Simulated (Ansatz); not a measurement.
# Work function of Be(0001): what the settings cost and change, part 2 of 2

Aim: the work function of Be(0001) against thickness and vacuum, with the cost.

Ansatz 0.2.0; plane-wave DFT, PBE, Ansatz PAW.

So far, work function, upper face (eV): step 2 (slab, setting 1 layer) 4.60; step 5 (slab, 4 atoms) 5.32; step 6 (slab, 5 atoms) 5.30; step 7 (slab, 6 atoms) 5.31; step 8 (run, 8 atoms) 5.32.

## Step 9: Run, 10 atoms

System of this step: Be(0001). The cell holds 10 atoms: 10 Be. Cell: a = 2.290 Å, b = 2.290 Å, c = 34.148 Å, α = 90.0°, β = 90.0°, γ = 60.0°. Vacuum lies along c.

File input.yaml:

```yaml
crystal:
  lattice:
    - [2.29, 0.0, 0.0]
    - [1.145, 1.9831981747, 0.0]
    - [0.0, 0.0, 34.147935]
  atoms:
    - { symbol: Be, position: [0.6666666667, 0.6666666667, 0.2635591288] }
    - { symbol: Be, position: [0.0, 0.0, 0.3161015446] }
    - { symbol: Be, position: [0.6666666667, 0.6666666667, 0.3686439605] }
    - { symbol: Be, position: [0.0, 0.0, 0.4211863763] }
    - { symbol: Be, position: [0.6666666667, 0.6666666667, 0.4737287921] }
    - { symbol: Be, position: [0.0, 0.0, 0.5262712079] }
    - { symbol: Be, position: [0.6666666667, 0.6666666667, 0.5788136237] }
    - { symbol: Be, position: [0.0, 0.0, 0.6313560395] }
    - { symbol: Be, position: [0.6666666667, 0.6666666667, 0.6838984554] }
    - { symbol: Be, position: [0.0, 0.0, 0.7364408712] }
kpoints:
  mp_grid: { grid: [20, 20, 1] }
hamiltonian:
  xc: pbe
scf:
  occupations: { method: fermi_dirac, width: 0.1 }
  convergence: { dr2_threshold: 1.0e-09 }
efield:
  axis: 3
  dipole_correction: true
  ramp_position: 0.97
  ramp_width: 0.06
output:
  write_potential: true
  write_density: true
  volumetric_format: npy
```

Launch:

```bash
$ ansatz run input.yaml --threads 2 --pin off --max-ram 3072MiB --backend cpu --events-out ev --progress --plain --runs-dir out
```

Numbers of over 12 decimals in the logs are rounded to 6 here.

Log:

```text
[...]
Crystal: 10 atoms, lattice volume = 155.084 Å³
Basis set: ecut = 420 eV, 3019 PW (Γ)
Bands: 20, of which v1, the nominal top of the filled ones, is band 10 counted from 1 (9 counted from 0)
Symmetry: 6 space group operations
k-points: 44 of 400 (time reversal used)
[...]
k-point 1: bands = [... 6 lower, -5.3922, -4.3047, -3.2476, -1.0415, -0.9506, 3.4528, 4.9092, 6.0176, ... 6 higher]
  k-point 2: bands = [... 6 lower, -5.1692, -4.0732, -2.9976, -0.8033, -0.7009, 3.5418, 5.0333, 6.2262, ... 6 higher]
  k-point 43: bands = [... 6 lower, 0.4540, 0.4690, 1.1758, 1.2420, 1.2557, 1.3330, 1.8302, 2.2709, ... 6 higher]
[key lines of the parts left out:]
SCF converged after 8 iterations
Free energy (F): -926.610421 eV
Fermi energy:    1.484728 eV
Dipole field:    D = -0.000001 V/Å  (p = -0.000001 e·Å, saw-weighted, corrected)
Work function:   Φ+ = 5.3003 eV   Φ− = 5.3003 eV
```

Wall time 27 s (2 threads of Arm Neoverse N1, shared host); peak memory 0.43 GiB.

The work function is 5.300 eV, -0.016 eV from the run “8 layers”, at 1.4 times its CPU time.

## Step 10: Run, 13 atoms

System of this step: Be(0001). The cell holds 13 atoms: 13 Be. Its edges and angles: a = 2.290 Å, b = 2.290 Å, c = 39.531 Å, α = 90.0°, β = 90.0°, γ = 60.0°. Vacuum lies along c.

input.yaml, the sections that differ from step 9:

```yaml
crystal:
  lattice:
    - [2.29, 0.0, 0.0]
    - [1.145, 1.9831981747, 0.0]
    - [0.0, 0.0, 39.53058]
  atoms:
    - { symbol: Be, position: [0.0, 0.0, 0.2276718429] }
    - { symbol: Be, position: [0.6666666667, 0.6666666667, 0.2730598691] }
    - { symbol: Be, position: [0.0, 0.0, 0.3184478953] }
    - { symbol: Be, position: [0.6666666667, 0.6666666667, 0.3638359215] }
    - { symbol: Be, position: [0.0, 0.0, 0.4092239476] }
    - { symbol: Be, position: [0.6666666667, 0.6666666667, 0.4546119738] }
    - { symbol: Be, position: [0.0, 0.0, 0.5] }
    - { symbol: Be, position: [0.6666666667, 0.6666666667, 0.5453880262] }
    - { symbol: Be, position: [0.0, 0.0, 0.5907760524] }
    - { symbol: Be, position: [0.6666666667, 0.6666666667, 0.6361640785] }
    - { symbol: Be, position: [0.0, 0.0, 0.6815521047] }
    - { symbol: Be, position: [0.6666666667, 0.6666666667, 0.7269401309] }
    - { symbol: Be, position: [0.0, 0.0, 0.7723281571] }
# kpoints, hamiltonian, scf, efield, output: as in step 9
```

Log:

```text
[...]
Crystal: 13 atoms, lattice volume = 179.529 Å³
Basis set: ecut = 420 eV, 3481 PW (Γ)
Bands: 26, of which v1, the nominal top of the filled ones, is band 13 counted from 1 (12 counted from 0)
Symmetry: 6 space group operations
k-points: 44 of 400 (time reversal used)
[...]
k-point 0: bands = [... 9 lower, -3.8518, -2.9995, -2.2503, -0.2296, -0.2049, 3.9787, 5.0461, 6.1897, ... 9 higher]
  k-point 1: bands = [... 9 lower, -3.7750, -2.9192, -2.1638, -0.1485, -0.1225, 4.0063, 5.0814, 6.2384, ... 9 higher]
  k-point 2: bands = [... 9 lower, -3.5457, -2.6793, -1.9053, 0.0934, 0.1240, 4.0861, 5.1837, 6.3773, ... 9 higher]
  k-point 43: bands = [... 9 lower, 1.3245, 1.3274, 2.0196, 2.0269, 2.1113, 2.1114, 2.1582, 2.5027, ... 9 higher]
[key lines of the parts left out:]
SCF converged after 8 iterations
Free energy (F): -1204.898884 eV
Fermi energy:    2.352430 eV
Dipole field:    D = -0.000000 V/Å  (p = -0.000000 e·Å, saw-weighted, corrected)
Work function:   Φ+ = 5.2875 eV   Φ− = 5.2874 eV
```

Run time: 39 s. Hardware: 2 threads; peak memory 0.49 GiB.

The work function is 5.287 eV, -0.013 eV from the run “10 layers”, at 1.5 times its CPU time.

## Step 11: Run, 7 atoms

System of this step: Be(0001). The cell holds 7 atoms: 7 Be. Cell: a = 2.290 Å, b = 2.290 Å, c = 20.765 Å, α = 90.0°, β = 90.0°, γ = 60.0°. Vacuum lies along c.

input.yaml, the sections that differ from step 10:

```yaml
crystal:
  lattice:
    - [2.29, 0.0, 0.0]
    - [1.145, 1.9831981747, 0.0]
    - [0.0, 0.0, 20.76529]
  atoms:
    - { symbol: Be, position: [0.0, 0.0, 0.2407864277] }
    - { symbol: Be, position: [0.6666666667, 0.6666666667, 0.3271909518] }
    - { symbol: Be, position: [0.0, 0.0, 0.4135954759] }
    - { symbol: Be, position: [0.6666666667, 0.6666666667, 0.5] }
    - { symbol: Be, position: [0.0, 0.0, 0.5864045241] }
    - { symbol: Be, position: [0.6666666667, 0.6666666667, 0.6728090482] }
    - { symbol: Be, position: [0.0, 0.0, 0.7592135723] }
# kpoints, hamiltonian, scf, efield, output: as in step 10
```

Log:

```text
[...]
Crystal: 7 atoms, lattice volume = 94.306 Å³
Basis set: ecut = 420 eV, 1821 PW (Γ)
Bands: 14, of which v1, the nominal top of the filled ones, is band 7 counted from 1 (6 counted from 0)
Symmetry: 6 space group operations
k-points: 44 of 400 (time reversal used)
[...]
k-point 0: bands = [... 3 lower, -5.6964, -4.3331, -2.8149, -0.2542, 0.0570, 5.0204, 6.8330, 7.1013, ... 3 higher]
  k-point 1: bands = [... 3 lower, -5.6239, -4.2587, -2.7355, -0.1767, 0.1427, 5.0577, 6.8929, 7.1885, ... 3 higher]
  k-point 2: bands = [... 3 lower, -5.4066, -4.0362, -2.4984, 0.0539, 0.3994, 5.1666, 7.0666, 7.4494, ... 3 higher]
  k-point 43: bands = [... 3 lower, 1.4573, 1.4584, 2.2041, 2.2534, 2.4121, 3.0720, 3.4076, 3.9293, ... 3 higher]
[key lines of the parts left out:]
SCF converged after 7 iterations
Free energy (F): -648.322874 eV
Fermi energy:    2.442830 eV
Dipole field:    D = 0.000001 V/Å  (p = 0.000001 e·Å, saw-weighted, corrected)
Work function:   Φ+ = 5.3165 eV (in doubt: plateau slope 1.8e-2 eV/Å)   Φ− = 5.3175 eV (in doubt: plateau slope 1.2e-2 eV/Å)
```

Elapsed: 12 s, on 2 threads; peak memory 0.32 GiB; 18 s of CPU time.

The work function is 5.317 eV. The program marks this work function as in doubt.

## Step 12: Slab, 7 atoms

The cell differs from the one that the last finished run ended in (c 20.765 → 24.765 Å).

input.yaml, the sections that differ from step 11:

```yaml
crystal:
  lattice:
    - [2.29, 0.0, 0.0]
    - [1.145, 1.9831981747, 0.0]
    - [0.0, 0.0, 24.76529]
  atoms:
    - { symbol: Be, position: [0.0, 0.0, 0.2826536657] }
    - { symbol: Be, position: [0.6666666667, 0.6666666667, 0.3551024438] }
    - { symbol: Be, position: [0.0, 0.0, 0.4275512219] }
    - { symbol: Be, position: [0.6666666667, 0.6666666667, 0.5] }
    - { symbol: Be, position: [0.0, 0.0, 0.5724487781] }
    - { symbol: Be, position: [0.6666666667, 0.6666666667, 0.6448975562] }
    - { symbol: Be, position: [0.0, 0.0, 0.7173463343] }
# kpoints, hamiltonian, scf, efield, output: as in step 11
```

Log:

```text
[...]
Crystal: 7 atoms, lattice volume = 112.472 Å³
Basis set: ecut = 420 eV, 2171 PW (Γ)
Bands: 14, of which v1, the nominal top of the filled ones, is band 7 counted from 1 (6 counted from 0)
Symmetry: 6 space group operations
k-points: 44 of 400 (time reversal used)
[...]
k-point 1: bands = [... 3 lower, -6.8778, -5.5127, -3.9894, -1.4304, -1.1115, 3.8097, 5.5162, 6.0771, ... 3 higher]
  k-point 2: bands = [... 3 lower, -6.6606, -5.2901, -3.7524, -1.1998, -0.8548, 3.9175, 5.7080, 6.3409, ... 3 higher]
  k-point 43: bands = [... 3 lower, 0.2034, 0.2045, 0.9502, 0.9994, 1.1582, 1.8181, 2.1537, 2.6754, ... 3 higher]
[key lines of the parts left out:]
SCF converged after 7 iterations
Free energy (F): -648.322913 eV
Fermi energy:    1.188895 eV
Dipole field:    D = -0.000002 V/Å  (p = -0.000001 e·Å, saw-weighted, corrected)
Work function:   Φ+ = 5.3197 eV   Φ− = 5.3196 eV
```

Wall time 14 s (2 threads); peak memory 0.34 GiB; 23 s of CPU time.

The work function is 5.320 eV, +0.003 eV from the run “7 layers, 10 Å of vacuum”, at 1.3 times its CPU time.

## Step 13: Run, 7 atoms (run 2)

The cell differs from the one that the last finished run ended in (c 24.765 → 36.765 Å).

input.yaml, the sections that differ from step 12:

```yaml
crystal:
  lattice:
    - [2.29, 0.0, 0.0]
    - [1.145, 1.9831981747, 0.0]
    - [0.0, 0.0, 36.76529]
  atoms:
    - { symbol: Be, position: [0.0, 0.0, 0.3535943821] }
    - { symbol: Be, position: [0.6666666667, 0.6666666667, 0.4023962547] }
    - { symbol: Be, position: [0.0, 0.0, 0.4511981274] }
    - { symbol: Be, position: [0.6666666667, 0.6666666667, 0.5] }
    - { symbol: Be, position: [0.0, 0.0, 0.5488018726] }
    - { symbol: Be, position: [0.6666666667, 0.6666666667, 0.5976037453] }
    - { symbol: Be, position: [0.0, 0.0, 0.6464056179] }
# kpoints, hamiltonian, scf, efield, output: as in step 12
```

Log:

```text
[...]
Crystal: 7 atoms, lattice volume = 166.970 Å³
Basis set: ecut = 420 eV, 3231 PW (Γ)
Bands: 14, of which v1, the nominal top of the filled ones, is band 7 counted from 1 (6 counted from 0)
Symmetry: 6 space group operations
k-points: 44 of 400 (time reversal used)
[...]
k-point 1: bands = [... 3 lower, -9.0021, -7.6369, -6.1136, -3.5547, -3.2358, 1.6856, 3.3743, 4.0210, ... 3 higher]
  k-point 2: bands = [... 3 lower, -8.7849, -7.4144, -5.8766, -3.3241, -2.9791, 1.7934, 3.5700, 4.2832, ... 3 higher]
  k-point 43: bands = [... 3 lower, -1.9209, -1.9198, -1.1741, -1.1248, -0.9660, -0.3062, 0.0294, 0.5511, ... 3 higher]
[key lines of the parts left out:]
SCF converged after 7 iterations
Free energy (F): -648.322911 eV
Fermi energy:    -0.935386 eV
Dipole field:    D = -0.000000 V/Å  (p = -0.000000 e·Å, saw-weighted, corrected)
Work function:   Φ+ = 5.3196 eV   Φ− = 5.3195 eV
```

The job ended after 21 s (2 threads; peak memory 0.4 GiB).

The work function is 5.320 eV, -0.000 eV from the run “7 layers, 14 Å of vacuum”, at 1.5 times its CPU time.

## Step 14: Side by side

Times are for 2 threads of Arm Neoverse N1, shared host. The runs compared:

```tsv
no.	setting	work function, upper face (eV)	time	memory (GiB)
1	1 layer	4.597	4.1 s	0.3
2	2 layers	5.066	6 s	0.32
3	3 layers	5.236	7.9 s	0.35
4	4 layers	5.323	9.9 s	0.36
5	5 layers	5.297	10 s	0.33
6	6 layers	5.307	13 s	0.35
7	8 layers	5.317	19 s	0.38
8	10 layers	5.300	27 s	0.43
9	13 layers	5.287	39 s	0.49
10	7 layers, 10 Å of vacuum	5.317	12 s	0.32
11	7 layers, 14 Å of vacuum	5.320	14 s	0.34
12	7 layers, 26 Å of vacuum	5.320	21 s	0.4
```

## Step 15: A changed input

System of this step: Be(0001) monolayer. The cell holds 1 atom: 1 Be. Cell: a = 2.290 Å, b = 2.290 Å, c = 18.000 Å, α = 90.0°, β = 90.0°, γ = 60.0°. Vacuum lies along c.

An input spoilt on purpose, to show how the run answers: it repeats the earlier run “1 layer” with kpoints.mp_grid from mp_grid to mp-grid, and scf.max_iter set to 60; its output block differs too.

input.yaml, the sections that differ from step 13:

```yaml
crystal:
  lattice:
    - [2.29, 0.0, 0.0]
    - [1.145, 1.9831981747, 0.0]
    - [0.0, 0.0, 18.0]
  atoms:
    - { symbol: Be, position: [0.6666666667, 0.6666666667, 0.5] }
kpoints:
  mp-grid: { grid: [20, 20, 1] }
scf:
  occupations: { method: fermi_dirac, width: 0.1 }
  convergence: { dr2_threshold: 1.0e-09 }
  max_iter: 60
# hamiltonian, efield, output: as in step 13
```

Log:

```text
Error: YAML parse error: error: line 9 column 3: unknown field `mp-grid`, expected one of mp_grid, list, band_path, initial_grid, further_shifts
  --> <input>:9:3
   |
 7 |     - { symbol: Be, position: [0.6666666667, 0.6666666667, 0.5] }
 8 | kpoints:
 9 |   mp-grid: { grid: [20, 20, 1] }
   |   ^ unknown field `mp-grid`, expected one of mp_grid, list, band_path, initial_grid, further_shifts
10 | hamiltonian:
11 |   xc: pbe
   |
```

The job ended after 0.02 s (2 threads; peak memory 0.05 GiB).

The program refused the input before any cycle.

The program's message: “Error: YAML parse error: error: line 9 column 3: unknown field `mp-grid`, expected one of mp_grid, list, band_path, initial_grid, further_shifts”

A key was misspelt on purpose.

## Step 16: What came out

| Item | Value |
| --- | --- |
| work function, 1 layer | 4.597 eV |
| work function, 4 layers | 5.323 eV |
| work function, 6 layers | 5.307 eV |
| work function, 13 layers | 5.287 eV |

The thickest slab gives 5.29 eV, and the settings tried spread the value from 4.60 to 5.32 eV. At 18 Å of vacuum, the slabs from 4 layers on stay within 0.04 eV of the thickest. Going from 10 to 26 Å of vacuum moves it by 0.003 eV. The program marks the value as in doubt in “7 layers, 10 Å of vacuum”. The ladder's slabs use the tabulated experimental lattice constant (two decimals; a low-temperature value for the alkali metals). In 1 run of the series (7 layers, 10 Å of vacuum) the program warns that electrons reach the sawtooth's ramp, which makes dipole and work function less sure.

[Logs are printed without paths, hosts, clocks, repeated set-up lines and the standing remarks that a program may print on its own settings, such as how far it seeks lower states.]

[Hosts, paths, dates, database ids (printed as entryN), source tags and the programs' standing remarks are cut or masked in the printed files.]

[Maps of the electrostatic potential energy from Ansatz leave out the sawtooth potential of an applied field or a dipole correction, so their vacuum need not be flat; planar profiles and work functions include it.]
